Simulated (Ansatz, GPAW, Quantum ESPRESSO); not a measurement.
# The valence band of LiPS3 as photoemission sees it, part 5 of 7

Wanted: projected DOS of LiPS3, weighted into photoemission and X-ray emission spectra, at several levels of theory.

Ansatz 0.2.0, Quantum ESPRESSO 7.5 and GPAW 26.7.0; DFT, PBEsol, plane-wave PAW, default files, scalar-relativistic (the session's first sound run).

So far. Step 3 (With LDA): At this level the gap is 1.72 eV on the path. Step 4 (Quantum ESPRESSO: self-consistent run): At this level the gap is 1.79 eV on the k-mesh of the self-consistent run, which can miss the band edges.

## 6. Projected DOS and spectra

Level of this step: DFT, PBEsol, plane waves, ultrasoft GBRV pseudopotentials, scalar-relativistic (Quantum ESPRESSO).

projwfc.x splits the states by atom and shell, which the spectra need, since each shell has its own cross section.

Contents of projwfc.in:

```
&projwfc
  prefix = 'pes'
  outdir = './tmp'
  filpdos = 'pes'
  ngauss = 0
  degauss = 0.00735
  DeltaE = 0.05
  Emin = -31.52
  Emax = 16.48
/
```

Launch:

```console
OMP_NUM_THREADS=1 mpirun -n 2 projwfc.x -nk 2 -in projwfc.in > projwfc.out
```

The log of the run:

```text
[banner, memory and clock lines left out]
Program PROJWFC v.7.5 starts

          URL

     ./tmp/pes.save/

     IMPORTANT: XC functional enforced from input :
     Exchange-correlation= PBESOL
                           (   1   4  10   8   0   0   0)
     Any further DFT definition will be discarded
     Please, verify this is what you really want

     G-vector sticks info

     Gaussian broadening (read from input): ngauss,degauss=   0    0.007350

     Calling projwave ....

  Problem Sizes
  natomwfc =           42
  nbnd     =           50
  nkstot   =           89
  npwx     =         5989
  nkb      =          162

     Atomic states used for projection
     (read from pseudopotential files):

     state #   1: atom   1 (S  ), wfc  1 (l=0 m= 1)
     state #   2: atom   1 (S  ), wfc  2 (l=1 m= 1)
     state #   3: atom   1 (S  ), wfc  2 (l=1 m= 2)
     state #   4: atom   1 (S  ), wfc  2 (l=1 m= 3)
     state #   5: atom   2 (S  ), wfc  1 (l=0 m= 1)
     state #   6: atom   2 (S  ), wfc  2 (l=1 m= 1)
     state #   7: atom   2 (S  ), wfc  2 (l=1 m= 2)
     state #   8: atom   2 (S  ), wfc  2 (l=1 m= 3)
     state #   9: atom   3 (S  ), wfc  1 (l=0 m= 1)
     state #  10: atom   3 (S  ), wfc  2 (l=1 m= 1)
     state #  11: atom   3 (S  ), wfc  2 (l=1 m= 2)
     state #  12: atom   3 (S  ), wfc  2 (l=1 m= 3)
     state #  13: atom   4 (S  ), wfc  1 (l=0 m= 1)
     state #  14: atom   4 (S  ), wfc  2 (l=1 m= 1)
     state #  15: atom   4 (S  ), wfc  2 (l=1 m= 2)
     state #  16: atom   4 (S  ), wfc  2 (l=1 m= 3)
     state #  17: atom   5 (S  ), wfc  1 (l=0 m= 1)
     state #  18: atom   5 (S  ), wfc  2 (l=1 m= 1)
     state #  19: atom   5 (S  ), wfc  2 (l=1 m= 2)
     state #  20: atom   5 (S  ), wfc  2 (l=1 m= 3)
     state #  21: atom   6 (S  ), wfc  1 (l=0 m= 1)
     state #  22: atom   6 (S  ), wfc  2 (l=1 m= 1)
     state #  23: atom   6 (S  ), wfc  2 (l=1 m= 2)
     state #  24: atom   6 (S  ), wfc  2 (l=1 m= 3)
     state #  25: atom   7 (P  ), wfc  1 (l=0 m= 1)
     state #  26: atom   7 (P  ), wfc  2 (l=1 m= 1)
     state #  27: atom   7 (P  ), wfc  2 (l=1 m= 2)
     state #  28: atom   7 (P  ), wfc  2 (l=1 m= 3)
     state #  29: atom   8 (P  ), wfc  1 (l=0 m= 1)
     state #  30: atom   8 (P  ), wfc  2 (l=1 m= 1)
     state #  31: atom   8 (P  ), wfc  2 (l=1 m= 2)
     state #  32: atom   8 (P  ), wfc  2 (l=1 m= 3)
     state #  33: atom   9 (Li ), wfc  1 (l=0 m= 1)
     state #  34: atom   9 (Li ), wfc  2 (l=0 m= 1)
     state #  35: atom   9 (Li ), wfc  3 (l=1 m= 1)
     state #  36: atom   9 (Li ), wfc  3 (l=1 m= 2)
     state #  37: atom   9 (Li ), wfc  3 (l=1 m= 3)
     state #  38: atom  10 (Li ), wfc  1 (l=0 m= 1)
     state #  39: atom  10 (Li ), wfc  2 (l=0 m= 1)
     state #  40: atom  10 (Li ), wfc  3 (l=1 m= 1)
     state #  41: atom  10 (Li ), wfc  3 (l=1 m= 2)
     state #  42: atom  10 (Li ), wfc  3 (l=1 m= 3)

 k =   0.0000000000  0.0000000000  0.0000000000
==== e(   1) =   -40.74751 eV ====
     psi = 0.498*[#  33]+0.498*[#  38]
    |psi|^2 = 1.000
==== e(   2) =   -40.74592 eV ====
     psi = 0.497*[#  33]+0.497*[#  38]+0.001*[#  34]+0.001*[#  39]
    |psi|^2 = 1.000
==== e(   3) =   -12.52557 eV ====
     psi = 0.185*[#  25]+0.185*[#  29]+0.142*[#  17]+0.142*[#  21]+0.046*[#  34]
          +0.046*[#  39]+0.031*[#   9]+0.031*[#  13]+0.029*[#   1]+0.029*[#   5]
          +0.026*[#  20]+0.026*[#  24]+0.014*[#  27]+0.014*[#  31]+0.010*[#   2]
          +0.010*[#   6]+0.007*[#  10]+0.007*[#  14]+0.004*[#  11]+0.004*[#  15]
          +0.002*[#   3]+0.002*[#   7]+0.001*[#  26]+0.001*[#  30]
    |psi|^2 = 0.995
==== e(   4) =   -10.63484 eV ====
     psi = 0.203*[#  25]+0.203*[#  29]+0.113*[#   1]+0.113*[#   5]+0.096*[#   9]
          +0.096*[#  13]+0.021*[#   2]+0.021*[#   6]+0.018*[#  19]+0.018*[#  23]
          +0.016*[#  27]+0.016*[#  31]+0.010*[#  11]+0.010*[#  15]+0.009*[#  10]
          +0.009*[#  14]+0.003*[#  26]+0.003*[#  30]+0.002*[#  36]+0.002*[#  41]
          +0.002*[#  35]+0.002*[#  40]+0.002*[#   3]+0.002*[#   7]+0.001*[#  18]
          +0.001*[#  22]
    |psi|^2 = 0.993
==== e(   5) =    -9.08267 eV ====
     psi = 0.394*[#  17]+0.394*[#  21]+0.097*[#  28]+0.097*[#  32]+0.003*[#  20]
          +0.003*[#  24]+0.003*[#  34]+0.003*[#  39]
    |psi|^2 = 0.995
==== e(   6) =    -8.96516 eV ====
     psi = 0.129*[#  17]+0.129*[#  21]+0.118*[#   1]+0.118*[#   5]+0.103*[#  27]
          +0.103*[#  31]+0.089*[#   9]+0.089*[#  13]+0.019*[#  34]+0.019*[#  39]
          +0.014*[#  26]+0.014*[#  30]+0.007*[#  25]+0.007*[#  29]+0.006*[#   2]
          +0.006*[#   6]+0.006*[#  20]+0.006*[#  24]+0.002*[#  11]+0.002*[#  15]
          +0.001*[#  10]+0.001*[#  14]
    |psi|^2 = 0.992
==== e(   7) =    -8.45092 eV ====
     psi = 0.186*[#   9]+0.186*[#  13]+0.159*[#   1]+0.159*[#   5]+0.094*[#  26]
          +0.094*[#  30]+0.031*[#  37]+0.031*[#  42]+0.015*[#  27]+0.015*[#  31]
          +0.004*[#  11]+0.004*[#  15]+0.003*[#   2]+0.003*[#   6]+0.003*[#  10]
          +0.003*[#  14]
    |psi|^2 = 0.994
==== e(   8) =    -8.45033 eV ====
     psi = 0.191*[#   9]+0.191*[#  13]+0.151*[#   1]+0.151*[#   5]+0.104*[#  26]
          +0.104*[#  30]+0.019*[#  36]+0.019*[#  41]+0.011*[#  35]+0.011*[#  40]
          +0.009*[#  27]+0.009*[#  31]+0.005*[#   2]+0.005*[#   6]+0.004*[#  11]
          +0.004*[#  15]+0.002*[#  10]+0.002*[#  14]+0.001*[#  18]+0.001*[#  22]

    |psi|^2 = 0.994
==== e(   9) =    -5.04613 eV ====
     psi = 0.115*[#   1]+0.115*[#   5]+0.108*[#  25]+0.108*[#  29]+0.097*[#   9]
          +0.097*[#  13]+0.080*[#  19]+0.080*[#  23]+0.026*[#  27]+0.026*[#  31]
[...]
+0.002*[#  35]+0.002*[#  40]+0.001*[#   3]+0.001*[#   7]
    |psi|^2 = 0.994
==== e(  10) =    -4.22236 eV ====
     psi = 0.105*[#  17]+0.105*[#  21]+0.092*[#  25]+0.092*[#  29]+0.091*[#  20]
[...]
+0.002*[#   3]+0.002*[#   7]
    |psi|^2 = 0.994
==== e(  11) =    -2.59815 eV ====
     psi = 0.223*[#  28]+0.223*[#  32]+0.169*[#  19]+0.169*[#  23]+0.046*[#  12]
[...]
+0.011*[#  35]+0.011*[#  40]+0.005*[#  36]+0.005*[#  41]
    |psi|^2 = 0.986
==== e(  12) =    -1.52841 eV ====
     psi = 0.120*[#  20]+0.120*[#  24]+0.112*[#  27]+0.112*[#  31]+0.099*[#  10]
[...]
+0.002*[#  15]
    |psi|^2 = 0.988
==== e(  13) =    -1.44739 eV ====
     psi = 0.116*[#  26]+0.116*[#  30]+0.085*[#  18]+0.085*[#  22]+0.078*[#   2]
[...]
+0.004*[#  10]+0.004*[#  14]+0.003*[#  27]+0.003*[#  31]
    |psi|^2 = 0.992
==== e(  14) =    -0.73131 eV ====
     psi = 0.155*[#  27]+0.155*[#  31]+0.119*[#  10]+0.119*[#  14]+0.071*[#  19]
[...]
+0.002*[#  36]+0.002*[#  41]
[...]
+0.002*[#  10]+0.002*[#  14]+0.002*[#   1]+0.002*[#   5]
[...]
+0.002*[#  23]
[...]
+0.003*[#  27]+0.003*[#  31]+0.001*[#  10]+0.001*[#  14]
[...]
+0.001*[#   9]+0.001*[#  13]
[...]
+0.002*[#  33]+0.002*[#  38]+0.001*[#  20]+0.001*[#  24]
[...]
+0.003*[#  30]
[...]
+0.010*[#   8]+0.008*[#  37]+0.008*[#  42]
[...]
+0.001*[#   1]+0.001*[#   5]
[...]
+0.002*[#  28]+0.002*[#  32]
[...]
+0.001*[#  27]+0.001*[#  31]
[...]
+0.001*[#  17]+0.001*[#  21]+0.001*[#  34]+0.001*[#  39]
[...]
+0.004*[#   4]+0.004*[#   8]
[...]
+0.001*[#   7]
[...]
+0.001*[#  17]+0.001*[#  21]+0.001*[#  26]+0.001*[#  30]
[...]
+0.004*[#  24]+0.002*[#  12]+0.002*[#  16]
[...]
+0.002*[#   9]+0.002*[#  13]+0.001*[#  10]+0.001*[#  14]
[...]
k =   0.0000000000  0.0000000000  0.1547334027
[...]
psi = 0.498*[#  33]+0.498*[#  38]
[...]
psi = 0.497*[#  33]+0.497*[#  38]+0.001*[#  34]+0.001*[#  39]
[...]
+0.002*[#  30]
[...]
+0.002*[#  40]+0.001*[#  18]+0.001*[#  22]
[...]
+0.002*[#  11]+0.002*[#  15]+0.002*[#  10]+0.002*[#  14]
[...]
+0.001*[#  22]
[...]
+0.001*[#  34]+0.001*[#  39]
[...]
+0.001*[#  30]+0.001*[#  37]+0.001*[#  42]
[...]
+0.010*[#  35]+0.010*[#  40]+0.005*[#  36]+0.005*[#  41]
[...]
+0.002*[#  40]+0.001*[#  17]+0.001*[#  21]
[...]
+0.002*[#  42]
[...]
+0.004*[#  39]+0.003*[#  28]+0.003*[#  32]
[...]
+0.002*[#  32]
[...]
+0.001*[#  21]+0.002*[#  25]+0.002*[#  29]
[...]
+0.003*[#  32]
[...]
+0.001*[#  21]+0.001*[#  33]+0.001*[#  38]
[...]
+0.001*[#  23]
[...]
+0.001*[#  23]+0.001*[#  36]+0.001*[#  41]
[...]
+0.003*[#  13]+0.002*[#  37]+0.002*[#  42]
[...]
+0.001*[#  21]
[...]
+0.002*[#  19]+0.002*[#  23]
[...]
+0.002*[#  15]
[...]
+0.002*[#  38]+0.001*[#  20]+0.001*[#  24]
[...]
+0.002*[#  42]+0.001*[#  20]+0.001*[#  24]
[...]
+0.002*[#   9]+0.002*[#  13]
[...]
+0.002*[#  22]+0.001*[#   3]+0.001*[#   7]
[...]
k =   0.0000000000  0.0000000000  0.3094668054
[...]
psi = 0.498*[#  33]+0.498*[#  38]
[...]
psi = 0.497*[#  33]+0.497*[#  38]+0.001*[#  34]+0.001*[#  39]
[...]
k =   0.0000000000  0.0000000000  0.4642002082
[...]
psi = 0.497*[#  33]+0.497*[#  38]
[...]
psi = 0.497*[#  33]+0.497*[#  38]+0.001*[#  34]+0.001*[#  39]
[...]
k =   0.0000000000  0.0000000000 -0.6189336109
[...]
psi = 0.497*[#  33]+0.497*[#  38]
[...]
psi = 0.496*[#  33]+0.496*[#  38]+0.001*[#  34]+0.001*[#  39]
[...]
==== e(  4
[... cut ...]
]
[...]
+0.004*[#  21]+0.001*[#   1]+0.001*[#   5]
[...]
k =  -0.5910526742  0.0000000000 -0.4227107380
[...]
psi = 0.497*[#  33]+0.497*[#  38]
[...]
+0.001*[#  30]
[...]
+0.001*[#  30]
[...]
+0.002*[#  21]
[...]
+0.002*[#   7]
[...]
+0.002*[#   3]+0.002*[#   7]
[...]
+0.001*[#  39]
[...]
+0.001*[#  36]+0.001*[#  41]
[...]
+0.001*[#  20]+0.001*[#  24]
[...]
+0.001*[#   3]+0.001*[#   7]
[...]
+0.014*[#  34]+0.014*[#  39]
[...]
+0.003*[#  13]+0.003*[#   2]+0.003*[#   6]
[...]
+0.008*[#  42]+0.005*[#  20]+0.005*[#  24]
[...]
+0.002*[#  30]+0.001*[#  20]+0.001*[#  24]
[...]
+0.001*[#  40]
[...]
+0.013*[#   4]+0.013*[#   8]+0.007*[#  37]+0.007*[#  42]
[...]
+0.003*[#   2]+0.003*[#   6]+0.002*[#  18]+0.002*[#  22]
[...]
+0.009*[#  12]+0.009*[#  16]
[...]
+0.002*[#  11]+0.002*[#  15]+0.001*[#   1]+0.001*[#   5]
[...]
+0.001*[#  10]+0.001*[#  14]+0.001*[#   3]+0.001*[#   7]
[...]
+0.001*[#   7]
[...]
+0.017*[#  16]+0.002*[#   4]+0.002*[#   8]
[...]
+0.004*[#   3]+0.004*[#   7]+0.003*[#  18]+0.003*[#  22]
[...]
+0.002*[#  34]+0.002*[#  39]
[...]
+0.004*[#  22]+0.001*[#   3]+0.001*[#   7]
[...]
+0.005*[#  15]+0.003*[#  25]+0.003*[#  29]
[...]
+0.007*[#   4]+0.007*[#   8]+0.007*[#  20]+0.007*[#  24]
[...]
+0.004*[#  34]+0.004*[#  39]+0.002*[#  27]+0.002*[#  31]
[...]
psi = 0.109*[#  34]+0.109*[#  39]+0.025*[#   4]+0.025*[#   8]+0.007*[#  37]
[...]
|psi|^2 = 0.293
==== e(  49) =    14.07582 eV ====
     psi = 0.088*[#  37]+0.088*[#  42]+0.054*[#  34]+0.054*[#  39]+0.013*[#   4]
[...]
+0.001*[#  17]+0.001*[#  21]
    |psi|^2 = 0.326
==== e(  50) =    14.35698 eV ====
     psi = 0.025*[#  36]+0.025*[#  41]+0.012*[#   1]+0.012*[#   5]+0.012*[#  35]
[...]
|psi|^2 = 0.169

 k =  -0.5910526742  0.0000000000 -0.2679773353
==== e(   1) =   -40.74751 eV ====
     psi = 0.497*[#  33]+0.497*[#  38]
    |psi|^2 = 1.000
==== e(   2) =   -40.74592 eV ====
     psi = 0.497*[#  33]+0.497*[#  38]+0.001*[#  34]+0.001*[#  39]+0.001*[#   4]
          +0.001*[#   8]
    |psi|^2 = 1.000
==== e(   3) =   -12.37643 eV ====
     psi = 0.185*[#  25]+0.185*[#  29]+0.150*[#  17]+0.150*[#  21]+0.032*[#  20]
[...]
|psi|^2 = 0.995
==== e(   4) =   -10.88458 eV ====
     psi = 0.173*[#  25]+0.173*[#  29]+0.090*[#   9]+0.090*[#  13]+0.085*[#   1]
          +0.085*[#   5]+0.034*[#  36]+0.034*[#  41]+0.031*[#  35]+0.031*[#  40]
          +0.021*[#  19]+0.021*[#  23]+0.019*[#   2]+0.019*[#   6]+0.016*[#  27]
          +0.016*[#  31]+0.010*[#  11]+0.010*[#  15]+0.009*[#  10]+0.009*[#  14]
          +0.004*[#  34]+0.004*[#  39]+0.002*[#  18]+0.002*[#  22]+0.001*[#   3]
          +0.001*[#   7]+0.001*[#  26]+0.001*[#  30]
    |psi|^2 = 0.994
==== e(   5) =    -9.11679 eV ====
     psi = 0.386*[#  17]+0.386*[#  21]+0.098*[#  28]+0.098*[#  32]+0.004*[#  34]
          +0.004*[#  39]+0.003*[#  20]+0.003*[#  24]+0.002*[#  35]+0.002*[#  40]
          +0.002*[#  12]+0.002*[#  16]+0.001*[#   4]+0.001*[#   8]
    |psi|^2 = 0.995
==== e(   6) =    -9.06420 eV ====
     psi = 0.126*[#   1]+0.126*[#   5]+0.117*[#  17]+0.117*[#  21]+0.087*[#  27]
          +0.087*[#  31]+0.085*[#   9]+0.085*[#  13]+0.043*[#  37]+0.043*[#  42]
          +0.015*[#  26]+0.015*[#  30]+0.012*[#  25]+0.012*[#  29]+0.004*[#   2]
          +0.004*[#   6]+0.004*[#  10]+0.004*[#  14]+0.003*[#  34]+0.003*[#  39]
```

Run time: 4.9 s. Hardware: 2 MPI ranks of Arm Neoverse V1, shared host.

Numbers from this step:

- gap from the DOS mesh: 1.788 eV
- share of occupied states in no projected shell: 0.013 of the occupied states in the window

The DOS has structure finer than the step of the table below, so its rows give means over 1 eV, whole bins alone (the curve runs from -18.0 to 9.60 eV). Peaks (eV: height): total -16.2: 9.73, -12.7: 10.1, -12.3: 13.6, -0.7: 9.5; S 3p -4.4: 4.76, -3.5: 3.19, -2.4: 7.41, -0.7: 8.91; S 3s -16.2: 3.74, -14.5: 3.02, -12.9: 7.02, -12.2: 9.40; P 3p -12.2: 2.95, -6.0: 2.38, -4.3: 2.32, 4.4: 2.47; Li 2p -16.2: 0.705, -12.3: 0.764, 6.6: 2.15, 8.9: 1.55.

DOS against E, zero at the valence-band maximum; means over each step; values in states/eV/cell:

```tsv
E (eV)	total	S 3p	S 3s	P 3p	Li 2p	P 3s	Li 2s
-17	3.6e-4	4.0e-5	1.4e-4	1.2e-5	1.6e-5	1.3e-4	1.9e-5
-16	2.00	0.241	0.767	0.0743	0.143	0.726	0.0396
-15	1.13	0.149	0.419	0.0404	0.0803	0.416	0.0206
-14	0.867	0.114	0.328	0.0307	0.0511	0.327	0.0103
-13	4.07	0.0749	2.91	0.836	0.138	0.0455	0.0370
-12	3.93	0.0802	2.70	0.852	0.207	0.00373	0.0595
-11	0	0	0	0	0	0	0
-10	0	0	0	0	0	0	0
-9	1.85	0.475	0.690	0.115	0.0684	0.464	0.0245
-8	0.553	0.178	0.208	0.0127	0.0158	0.112	0.0222
-7	1.60	0.523	0.661	0.0155	0.0725	0.294	0.0241
-6	2.82	1.48	0.132	1.10	0.0502	0.0150	0.00544
-5	4.24	2.35	0.534	1.09	0.162	0.0231	0.0395
-4	3.53	2.04	0.311	0.954	0.113	0.00251	0.0579
-3	3.66	2.77	0.199	0.394	0.111	0.00581	0.121
-2	7.33	6.30	0.132	0.111	0.436	0.0216	0.131
-1	8.22	7.57	0.0819	0.0740	0.240	0.0157	0.0654
0	2.19	2.09	0.0182	0.0164	0.0212	0.00570	0.00546
1	0	0	0	0	0	0	0
2	1.88	0.937	0.0353	0.362	0.0617	0.347	0.0123
3	4.09	1.56	0.189	0.906	0.266	0.599	0.0888
4	3.87	1.20	0.188	1.33	0.344	0.0939	0.120
5	5.37	1.42	0.428	1.34	0.637	0.152	0.198
6	5.45	0.904	0.255	0.639	1.12	0.0627	0.550
7	7.23	0.847	0.210	0.312	1.89	0.0549	0.863
8	6.31	0.602	0.123	0.171	1.44	0.0242	0.594
9	7.17	0.496	0.0971	0.131	1.24	0.0143	0.356
```

(Continued in part 6 of 7.)

[Logs are printed without paths, hosts, clocks, repeated set-up lines and the standing remarks that a program may print on its own settings, such as how far it seeks lower states.]

[Hosts, paths, dates, database ids (printed as entryN), source tags and the programs' standing remarks are cut or masked in the printed files.]

[Maps of the electrostatic potential energy from Ansatz leave out the sawtooth potential of an applied field or a dipole correction, so their vacuum need not be flat; work functions include it.]

[Peak lists hold at most the 14 tallest peaks of each spectrum; further lines can be left out.]
